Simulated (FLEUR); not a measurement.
# E(M) of V3Pt

Wanted: E(M) for V3Pt, with its minima.

Main program and level: FLEUR MaX-R8.1; PBEsol; all-electron FLAPW, Dirac cores, scalar-relativistic bands.

**1. Set-up**

It takes space group Pm-3m (No. 221, cubic). Conventional cell: a = 3.918 Å, b = 3.918 Å, c = 3.918 Å, α = 90.00°, β = 90.00°, γ = 90.00°. Nearest to V lie 4 Pt at 2.77 Å and 8 V at 2.77 Å. Nearest to Pt lie 12 V at 2.77 Å. Farther neighbours are not listed.

**2. Unconstrained state**

The free run tells which range of moments is worth scanning.

inpgen writes inp.xml from crystal.txt; cutoffs, mixing, functional, smearing and local orbitals are then set in the file. The k list default-1 (kpts.xml, not shown) is a Γ-centred 8×8×8 mesh; where the ranks do not divide the number of points, some are split in two of half the weight. The seed on Pt dies away in this run, so the pattern is judged on the other seeded atoms.

File inp.xml:

```
<?xml version="1.0" encoding="UTF-8" standalone="no"?>
<fleurInput fleurInputVersion="0.39">
   <comment>
      V3Pt
   </comment>
   <calculationSetup>
      <cutoffs Kmax="3.6" Gmax="10.8" GmaxXC="10.8" numbands="0"/>
      <scfLoop itmax="90" minDistance="0.00002" maxIterBroyd="15" imix="Anderson" alpha="0.05" precondParam="0.0" spinf="2.0" sdNocoIR="T"/>
      <coreElectrons ctail="T" frcor="F" kcrel="0" coretail_lmax="0"/>
      <xcFunctional name="PBEs" relativisticCorrections="F"/>
      <magnetism jspins="2"/>
      <soc l_soc="F" theta="0.0" phi="0.0" spav="F"/>
      <expertModes spex="0" secvar="F"/>
      <geometryOptimization l_f="F" forcealpha="1.0" forcemix="BFGS" epsdisp="0.00001" epsforce="0.00001"/>
      <ldaU l_linMix="F" mixParam="0.05" spinf="1.0"/>
   </calculationSetup>
   <cell>
      <bzIntegration valenceElectrons="55.0" mode="hist" fermiSmearingEnergy="0.00110248">
         <kPointListSelection listName="default-1"/>
         <xi:include xmlns:xi="http://www.w3.org/2001/XInclude" href="kpts.xml"> </xi:include>
      </bzIntegration>
      <xi:include xmlns:xi="http://www.w3.org/2001/XInclude" href="sym.xml"> </xi:include>
      <bulkLattice scale="1.0">
         <bravaisMatrix>
            <row-1>    7.4039469561828000     0.0000000000000000     0.0000000000000000</row-1>
            <row-2>    0.0000000000000000     7.4039469561828000     0.0000000000000000</row-2>
            <row-3>    0.0000000000000000     0.0000000000000000     7.4039469561828000</row-3>
         </bravaisMatrix>
      </bulkLattice>
   </cell>
   <atomSpecies>
      <species name="Vanadium (1.501" element="V" atomicNumber="23">
         <mtSphere radius="2.55" gridPoints="843" logIncrement="0.014"/>
         <atomicCutoffs lmax="10" lnonsphr="8"/>
         <electronConfig flipSpins="F">
            <coreConfig>(1s1/2) (2s1/2) (2p1/2) (2p3/2)</coreConfig>
            <valenceConfig>(3s1/2) (3p1/2) (3p3/2) (4s1/2) (3d3/2) (3d5/2)</valenceConfig>
            <stateOccupation state="(3d3/2)" spinUp="0.6" spinDown="0.6"/>
            <stateOccupation state="(3d5/2)" spinUp="1.6505" spinDown="0.1495"/>
         </electronConfig>
         <energyParameters s="4" p="4" d="3" f="4"/>
         <lo type="SCLO" l="0" n="3" eDeriv="0"/>
         <lo type="SCLO" l="1" n="3" eDeriv="0"/>
      </species>
      <species name="Platinum (.600" element="Pt" atomicNumber="78">
         <mtSphere radius="2.55" gridPoints="843" logIncrement="0.016"/>
         <atomicCutoffs lmax="10" lnonsphr="8"/>
         <electronConfig flipSpins="F">
            <coreConfig>(1s1/2) (2s1/2) (2p1/2) (2p3/2) (3s1/2) (3p1/2) (3p3/2) (4s1/2) (3d3/2) (3d5/2) (4p1/2) (4p3/2) (5s1/2) (4d3/2) (4d5/2) (4f5/2) (4f7/2)</coreConfig>
            <valenceConfig>(5p1/2) (5p3/2) (6s1/2) (5d3/2) (5d5/2)</valenceConfig>
            <stateOccupation state="(6s1/2)" spinUp="0.5" spinDown="0.5"/>
            <stateOccupation state="(5d3/2)" spinUp="1.8" spinDown="1.8"/>
            <stateOccupation state="(5d5/2)" spinUp="3.0" spinDown="2.4"/>
         </electronConfig>
         <energyParameters s="6" p="6" d="5" f="5"/>
         <lo type="SCLO" l="1" n="5" eDeriv="0"/>
      </species>
   </atomSpecies>
   <atomGroups>
      <atomGroup species="Vanadium (1.501">
         <relPos label="                   1">.0000000000 1.000/2.000 1.000/2.000</relPos>
         <relPos label="                   2">1.000/2.000 .0000000000 1.000/2.000</relPos>
         <relPos label="                   3">1.000/2.000 1.000/2.000 .0000000000</relPos>
         <force calculate="T" relaxXYZ="TTT"/>
      </atomGroup>
      <atomGroup species="Platinum (.600">
         <relPos label="                   4">.0000000000 .0000000000 .0000000000</relPos>
         <force calculate="T" relaxXYZ="TTT"/>
      </atomGroup>
   </atomGroups>
   <output dos="F" band="F" slice="F">
      <bandDOS minEnergy="-.5*Htr" maxEnergy="0.5*Htr" sigma="0.015" storeEVData="T"/>
      <plotting iplot="0" polar="F">
         <plot TwoD="T" vec1="  1.0  0.0  0.0" vec2="  0.0  1.0  0.0" vec3="  0.0  0.0  1.0" zero="  0.0  0.0  0.0" file="plot"/>
      </plotting>
      <moessbauerParams electricFieldGradient="F" isomerShift="F" coreHyperfine="F" valenceHyperfine="F"/>
   </output>
</fleurInput>
```

File crystal.txt:

```
V3Pt
&input film=F cartesian=F /
3.91800000000  0.00000000000  0.00000000000
0.00000000000  3.91800000000  0.00000000000
0.00000000000  0.00000000000  3.91800000000
1.8897261246
1.0 1.0 1.0

4
23 0.00000000000  0.50000000000  0.50000000000 : 1.501
23 0.50000000000  0.00000000000  0.50000000000 : 1.501
23 0.50000000000  0.50000000000  0.00000000000 : 1.501
78 0.00000000000  0.00000000000  0.00000000000 : 0.600

&kpt div1=8 div2=8 div3=8 gamma=T /
```

Command:

```console
$ OMP_NUM_THREADS=1 inpgen -f crystal.txt > inpgen.log  # inp.xml is then edited as shown
$ OMP_NUM_THREADS=1 mpirun -n 4 fleur_MPI > fleur.log
```

Output:

```text
Welcome to FLEUR        (www.flapw.de)
      MaX-Release 8.1          (www.max-centre.eu)

 ========== k-point set info ==========
 Selected k-point list: default-1
 k-point list type: mesh
 0 x 0 x 0
 Number of k points: 36

 ------------Calculation Setup---------------------------
 Number of MPI-tasks      :            4
 Number of PE/node        :            4
 Number of OMP-threads    :            1
 k-points in parallel     :            4
 pe's per k-point         :            1
 No of k-point loops      :            9
 Eigenvalue solver        :       lapack
 Number of basis functions:          352
 Approximate size of matrices (H+S) per k-point:         0.002 GB
 --------------------------------------------------------
 Iteration:     1   Distance:      23.26592777 me/bohr^3
 Iteration:     2   Distance:      16.61619617 me/bohr^3
 Iteration:     3   Distance:      11.37156269 me/bohr^3
 Iteration:     4   Distance:       7.33106794 me/bohr^3
 Iteration:     5   Distance:       5.66621137 me/bohr^3
 Iteration:     6   Distance:       7.94953567 me/bohr^3
 Iteration:     7   Distance:       3.12863483 me/bohr^3
 Iteration:     8   Distance:       3.30844606 me/bohr^3
 Iteration:     9   Distance:       2.24732920 me/bohr^3
 Iteration:    10   Distance:       2.28203874 me/bohr^3
[... 17 iterations left out ...]
 Iteration:    28   Distance:       0.00080636 me/bohr^3
 Iteration:    29   Distance:       0.00038174 me/bohr^3
 Iteration:    30   Distance:       0.00036719 me/bohr^3
 Iteration:    31   Distance:       0.00033456 me/bohr^3
 Iteration:    32   Distance:       0.00017396 me/bohr^3
 Iteration:    33   Distance:       0.00008253 me/bohr^3
 Iteration:    34   Distance:       0.00003823 me/bohr^3
 Iteration:    35   Distance:       0.00007423 me/bohr^3
 Iteration:    36   Distance:       0.00002286 me/bohr^3
 Iteration:    37   Distance:       0.00000487 me/bohr^3

 ********************************************************************
 Run finished successfully
 Stop message:
   all done
 ********************************************************************

--- out.xml (last complete iteration) ---
<iteration numberForCurrentRun="   37" overallNumber="   37">
         [... left out ...]
         <bandgap value="0.0226786216" units="eV"/>
         <sumValenceSingleParticleEnergies value="-33.1165558997" units="Htr"/>
         <FermiEnergy value="0.3654675484" units="Htr"/>
         <valenceDensity>
            <mtCharges spin="1">
               <mtCharge atomType="1" total="6.1128160" s="1.1970240" p="3.2006332" d="1.6892502" f="0.0193140"/>
               <mtCharge atomType="2" total="7.3913311" s="0.3286498" p="3.2537860" d="3.7860430" f="0.0184406"/>
            </mtCharges>
            <mtCharges spin="2">
               <mtCharge atomType="1" total="5.8465514" s="1.1949465" p="3.1914050" d="1.4361266" f="0.0180961"/>
               <mtCharge atomType="2" total="7.3778992" s="0.3324240" p="3.2499225" d="3.7756572" f="0.0164514"/>
            </mtCharges>
            <spinDependentCharge spin="1" total="27.9406031" interstitial="2.2108240" mtSpheres="25.7297791"/>
            <spinDependentCharge spin="2" total="27.0593969" interstitial="2.1418435" mtSpheres="24.9175534"/>
            <totalCharge value="55.0000000000"/>
         </valenceDensity>
         [... left out ...]
         <allElectronCharges>
            <spinDependentCharge spin="1" total="73.9406031" interstitial="2.2112081" mtSpheres="71.7293950"/>
            <spinDependentCharge spin="2" total="73.0593969" interstitial="2.1422277" mtSpheres="70.9171692"/>
            <totalCharge value="146.9999999895"/>
         </allElectronCharges>
         <magneticMomentsInMTSpheres units="muBohr">
            <globalMagMoment atomType="1" vec="0.00000   0.00000   0.26626"/>
            <localMagMoment atomType="1" vec="0.00000   0.00000   0.26626"/>
            <globalMagMoment atomType="2" vec="0.00000   0.00000   0.01343"/>
            <localMagMoment atomType="2" vec="0.00000   0.00000   0.01343"/>
         </magneticMomentsInMTSpheres>
         <moessbauerParams unitsHFF="kG" unitsIS="e/bohr^3" unitsEFG="Htr/bohr^2">
         </moessbauerParams>
         <totalEnergy value="   -21286.5836155998" units="Htr">
            <sumOfEigenvalues value="   -12984.9448702986">
               <coreElectrons value="-12951.8283143989"/>
               <valenceElectrons value="-33.1165558997"/>
            </sumOfEigenvalues>
            <densityCoulombPotentialIntegral value="-36323.7514930607"/>
            <densityEffectivePotentialIntegral value="-36961.6918411979"/>
            <chargeDenXCDenIntegral value="-485.1794581792"/>
            <FockExchangeEnergyValence value="0.0000000000"/>
            <FockExchangeEnergyCore value="0.0000000000"/>
            <atomTypeDependentContributions atomType="1">
               <electronNucleiInteractionDifferentMTs value="3381.8079619072"/>
               <MadelungTerm value="-26.6683900803"/>
            </atomTypeDependentContributions>
            <atomTypeDependentContributions atomType="2">
               <electronNucleiInteractionDifferentMTs value="23174.6147589506"/>
               <MadelungTerm value="-33.1842708515"/>
            </atomTypeDependentContributions>
            <tkbTimesEntropy value="0.0006187132"/>
            <freeEnergy value="-21286.5842343130"/>
            <extrapolationTo0K value="-21286.5839249564"/>
         </totalEnergy>
         <densityConvergence units="me/bohr^3">
            <chargeDensity spin="1" distance="0.0000031543"/>
            <chargeDensity spin="2" distance="0.0000030203"/>
            <overallChargeDensity distance="0.0000048724"/>
            <spinDensity distance="0.0000037952"/>
         </densityConvergence>
      </iteration>
```

It took 59 s on 4 MPI ranks of Intel Xeon Platinum 8488C (Sapphire Rapids), shared host; peak memory 0.27 GiB.

Spin moment in the muffin-tin sphere by atom:

| atom | spin moment in the muffin-tin sphere (μB) |
| --- | --- |
| V1 | 0.266 |
| V2 | 0.266 |
| V3 | 0.266 |
| Pt4 | 0.013 |

This step gave:

| Quantity | Value |
| --- | --- |
| free energy | -579237.4655 eV |
| program's band gap on this mesh (in a metal only a level spacing) | 0.02268 eV |
| magnetization | 0.8812 μB |
| final state | ferromagnetic |

After 37 cycles the largest moment stands at 0.266 μB.

**3. No spin polarisation**

inp.xml: that of step 2 with these lines changed.

```diff
@@ -10,3 +10,3 @@
       <xcFunctional name="PBEs" relativisticCorrections="F"/>
-      <magnetism jspins="2"/>
+      <magnetism jspins="1"/>
       <soc l_soc="F" theta="0.0" phi="0.0" spav="F"/>
@@ -31,3 +31,3 @@
    <atomSpecies>
-      <species name="Vanadium (1.501" element="V" atomicNumber="23">
+      <species name="Vanadium (V)" element="V" atomicNumber="23">
          <mtSphere radius="2.55" gridPoints="843" logIncrement="0.014"/>
@@ -37,4 +37,4 @@
             <valenceConfig>(3s1/2) (3p1/2) (3p3/2) (4s1/2) (3d3/2) (3d5/2)</valenceConfig>
-            <stateOccupation state="(3d3/2)" spinUp="0.6" spinDown="0.6"/>
-            <stateOccupation state="(3d5/2)" spinUp="1.6505" spinDown="0.1495"/>
+            <stateOccupation state="(3d3/2)" spinUp="0.600000" spinDown="0.600000"/>
+            <stateOccupation state="(3d5/2)" spinUp="0.900000" spinDown="0.900000"/>
          </electronConfig>
@@ -44,3 +44,3 @@
       </species>
-      <species name="Platinum (.600" element="Pt" atomicNumber="78">
+      <species name="Platinum (Pt)" element="Pt" atomicNumber="78">
          <mtSphere radius="2.55" gridPoints="843" logIncrement="0.016"/>
@@ -50,5 +50,5 @@
             <valenceConfig>(5p1/2) (5p3/2) (6s1/2) (5d3/2) (5d5/2)</valenceConfig>
-            <stateOccupation state="(6s1/2)" spinUp="0.5" spinDown="0.5"/>
-            <stateOccupation state="(5d3/2)" spinUp="1.8" spinDown="1.8"/>
-            <stateOccupation state="(5d5/2)" spinUp="3.0" spinDown="2.4"/>
+            <stateOccupation state="(6s1/2)" spinUp="0.500000" spinDown="0.500000"/>
+            <stateOccupation state="(5d3/2)" spinUp="1.800000" spinDown="1.800000"/>
+            <stateOccupation state="(5d5/2)" spinUp="2.700000" spinDown="2.700000"/>
          </electronConfig>
@@ -59,3 +59,3 @@
    <atomGroups>
-      <atomGroup species="Vanadium (1.501">
+      <atomGroup species="Vanadium (V)">
          <relPos label="                   1">.0000000000 1.000/2.000 1.000/2.000</relPos>
@@ -65,3 +65,3 @@
       </atomGroup>
-      <atomGroup species="Platinum (.600">
+      <atomGroup species="Platinum (Pt)">
          <relPos label="                   4">.0000000000 .0000000000 .0000000000</relPos>
```

File crystal.txt:

```
V3Pt
&input film=F cartesian=F /
3.91800000000  0.00000000000  0.00000000000
0.00000000000  3.91800000000  0.00000000000
0.00000000000  0.00000000000  3.91800000000
1.8897261246
1.0 1.0 1.0

4
23 0.00000000000  0.50000000000  0.50000000000
23 0.50000000000  0.00000000000  0.50000000000
23 0.50000000000  0.50000000000  0.00000000000
78 0.00000000000  0.00000000000  0.00000000000

&kpt div1=8 div2=8 div3=8 gamma=T /
```

Output:

```text
[banner, memory and clock lines left out]
Welcome to FLEUR        (www.flapw.de)
      MaX-Release 8.1          (www.max-centre.eu)

 ========== k-point set info ==========
 Selected k-point list: default-1
 k-point list type: mesh
 0 x 0 x 0
 Number of k points: 36

 [... set-up left out ...]
 Iteration:     1   Distance:      24.89080505 me/bohr^3
 Iteration:     2   Distance:      17.57448813 me/bohr^3
 Iteration:     3   Distance:      11.22806751 me/bohr^3
 Iteration:     4   Distance:       6.58031136 me/bohr^3
 Iteration:     5   Distance:       4.79896341 me/bohr^3
 Iteration:     6   Distance:       3.06767565 me/bohr^3
 Iteration:     7   Distance:       1.87848518 me/bohr^3
 Iteration:     8   Distance:       1.46758358 me/bohr^3
[... lines left out ...]
 Iteration:    17   Distance:       0.00073961 me/bohr^3
 Iteration:    18   Distance:       0.00029645 me/bohr^3
 Iteration:    19   Distance:       0.00006617 me/bohr^3
 Iteration:    20   Distance:       0.00002129 me/bohr^3
 Iteration:    21   Distance:       0.00003153 me/bohr^3
 Iteration:    22   Distance:       0.00001581 me/bohr^3

 ********************************************************************
 Run finished successfully
 Stop message:
   all done
 ********************************************************************

--- out.xml (last complete iteration) ---
<iteration numberForCurrentRun="   22" overallNumber="   22">
         [... left out ...]
         <bandgap value="0.0021011802" units="eV"/>
         <sumValenceSingleParticleEnergies value="-33.1183865733" units="Htr"/>
         <FermiEnergy value="0.3658580092" units="Htr"/>
         [... left out ...]
         <totalEnergy value="   -21286.5829204537" units="Htr">
            <sumOfEigenvalues value="   -12984.9717342031">
               <coreElectrons value="-12951.8533476298"/>
               <valenceElectrons value="-33.1183865733"/>
            </sumOfEigenvalues>
         [... left out ...]
            <freeEnergy value="-21286.5839941746"/>
            <extrapolationTo0K value="-21286.5834573141"/>
         </totalEnergy>
         <densityConvergence units="me/bohr^3">
            <chargeDensity spin="1" distance="0.0000158093"/>
         </densityConvergence>
      </iteration>
```

Elapsed: 21 s, on 4 MPI ranks; peak memory 0.25 GiB; 82 s of CPU time.

Numbers from this step:

```yaml
free_energy: -579237.4589 eV
program_s_band_gap_on_this_mesh_in_a_metal_only_a_level_spacing: 0.002101 eV
final_state: non-magnetic (no spin polarisation)
```

Its energy lies +6.5 meV a cell from the free run's.

(Part 1 of 2 ends here.)

[Logs and program files are shortened in this print: banners, set-up blocks, solver, clock and traceback lines can be left out without a mark of their own.]

[Logs are printed without paths, hosts, clocks, repeated set-up lines and the standing remarks that a program may print on its own settings, such as how far it seeks lower states.]

[Hosts, paths, dates, database ids (printed as entryN), source tags and the programs' standing remarks are cut or masked in the printed files.]

[Where a cell is said to come from a database of computed structures, the database is the Materials Project.]
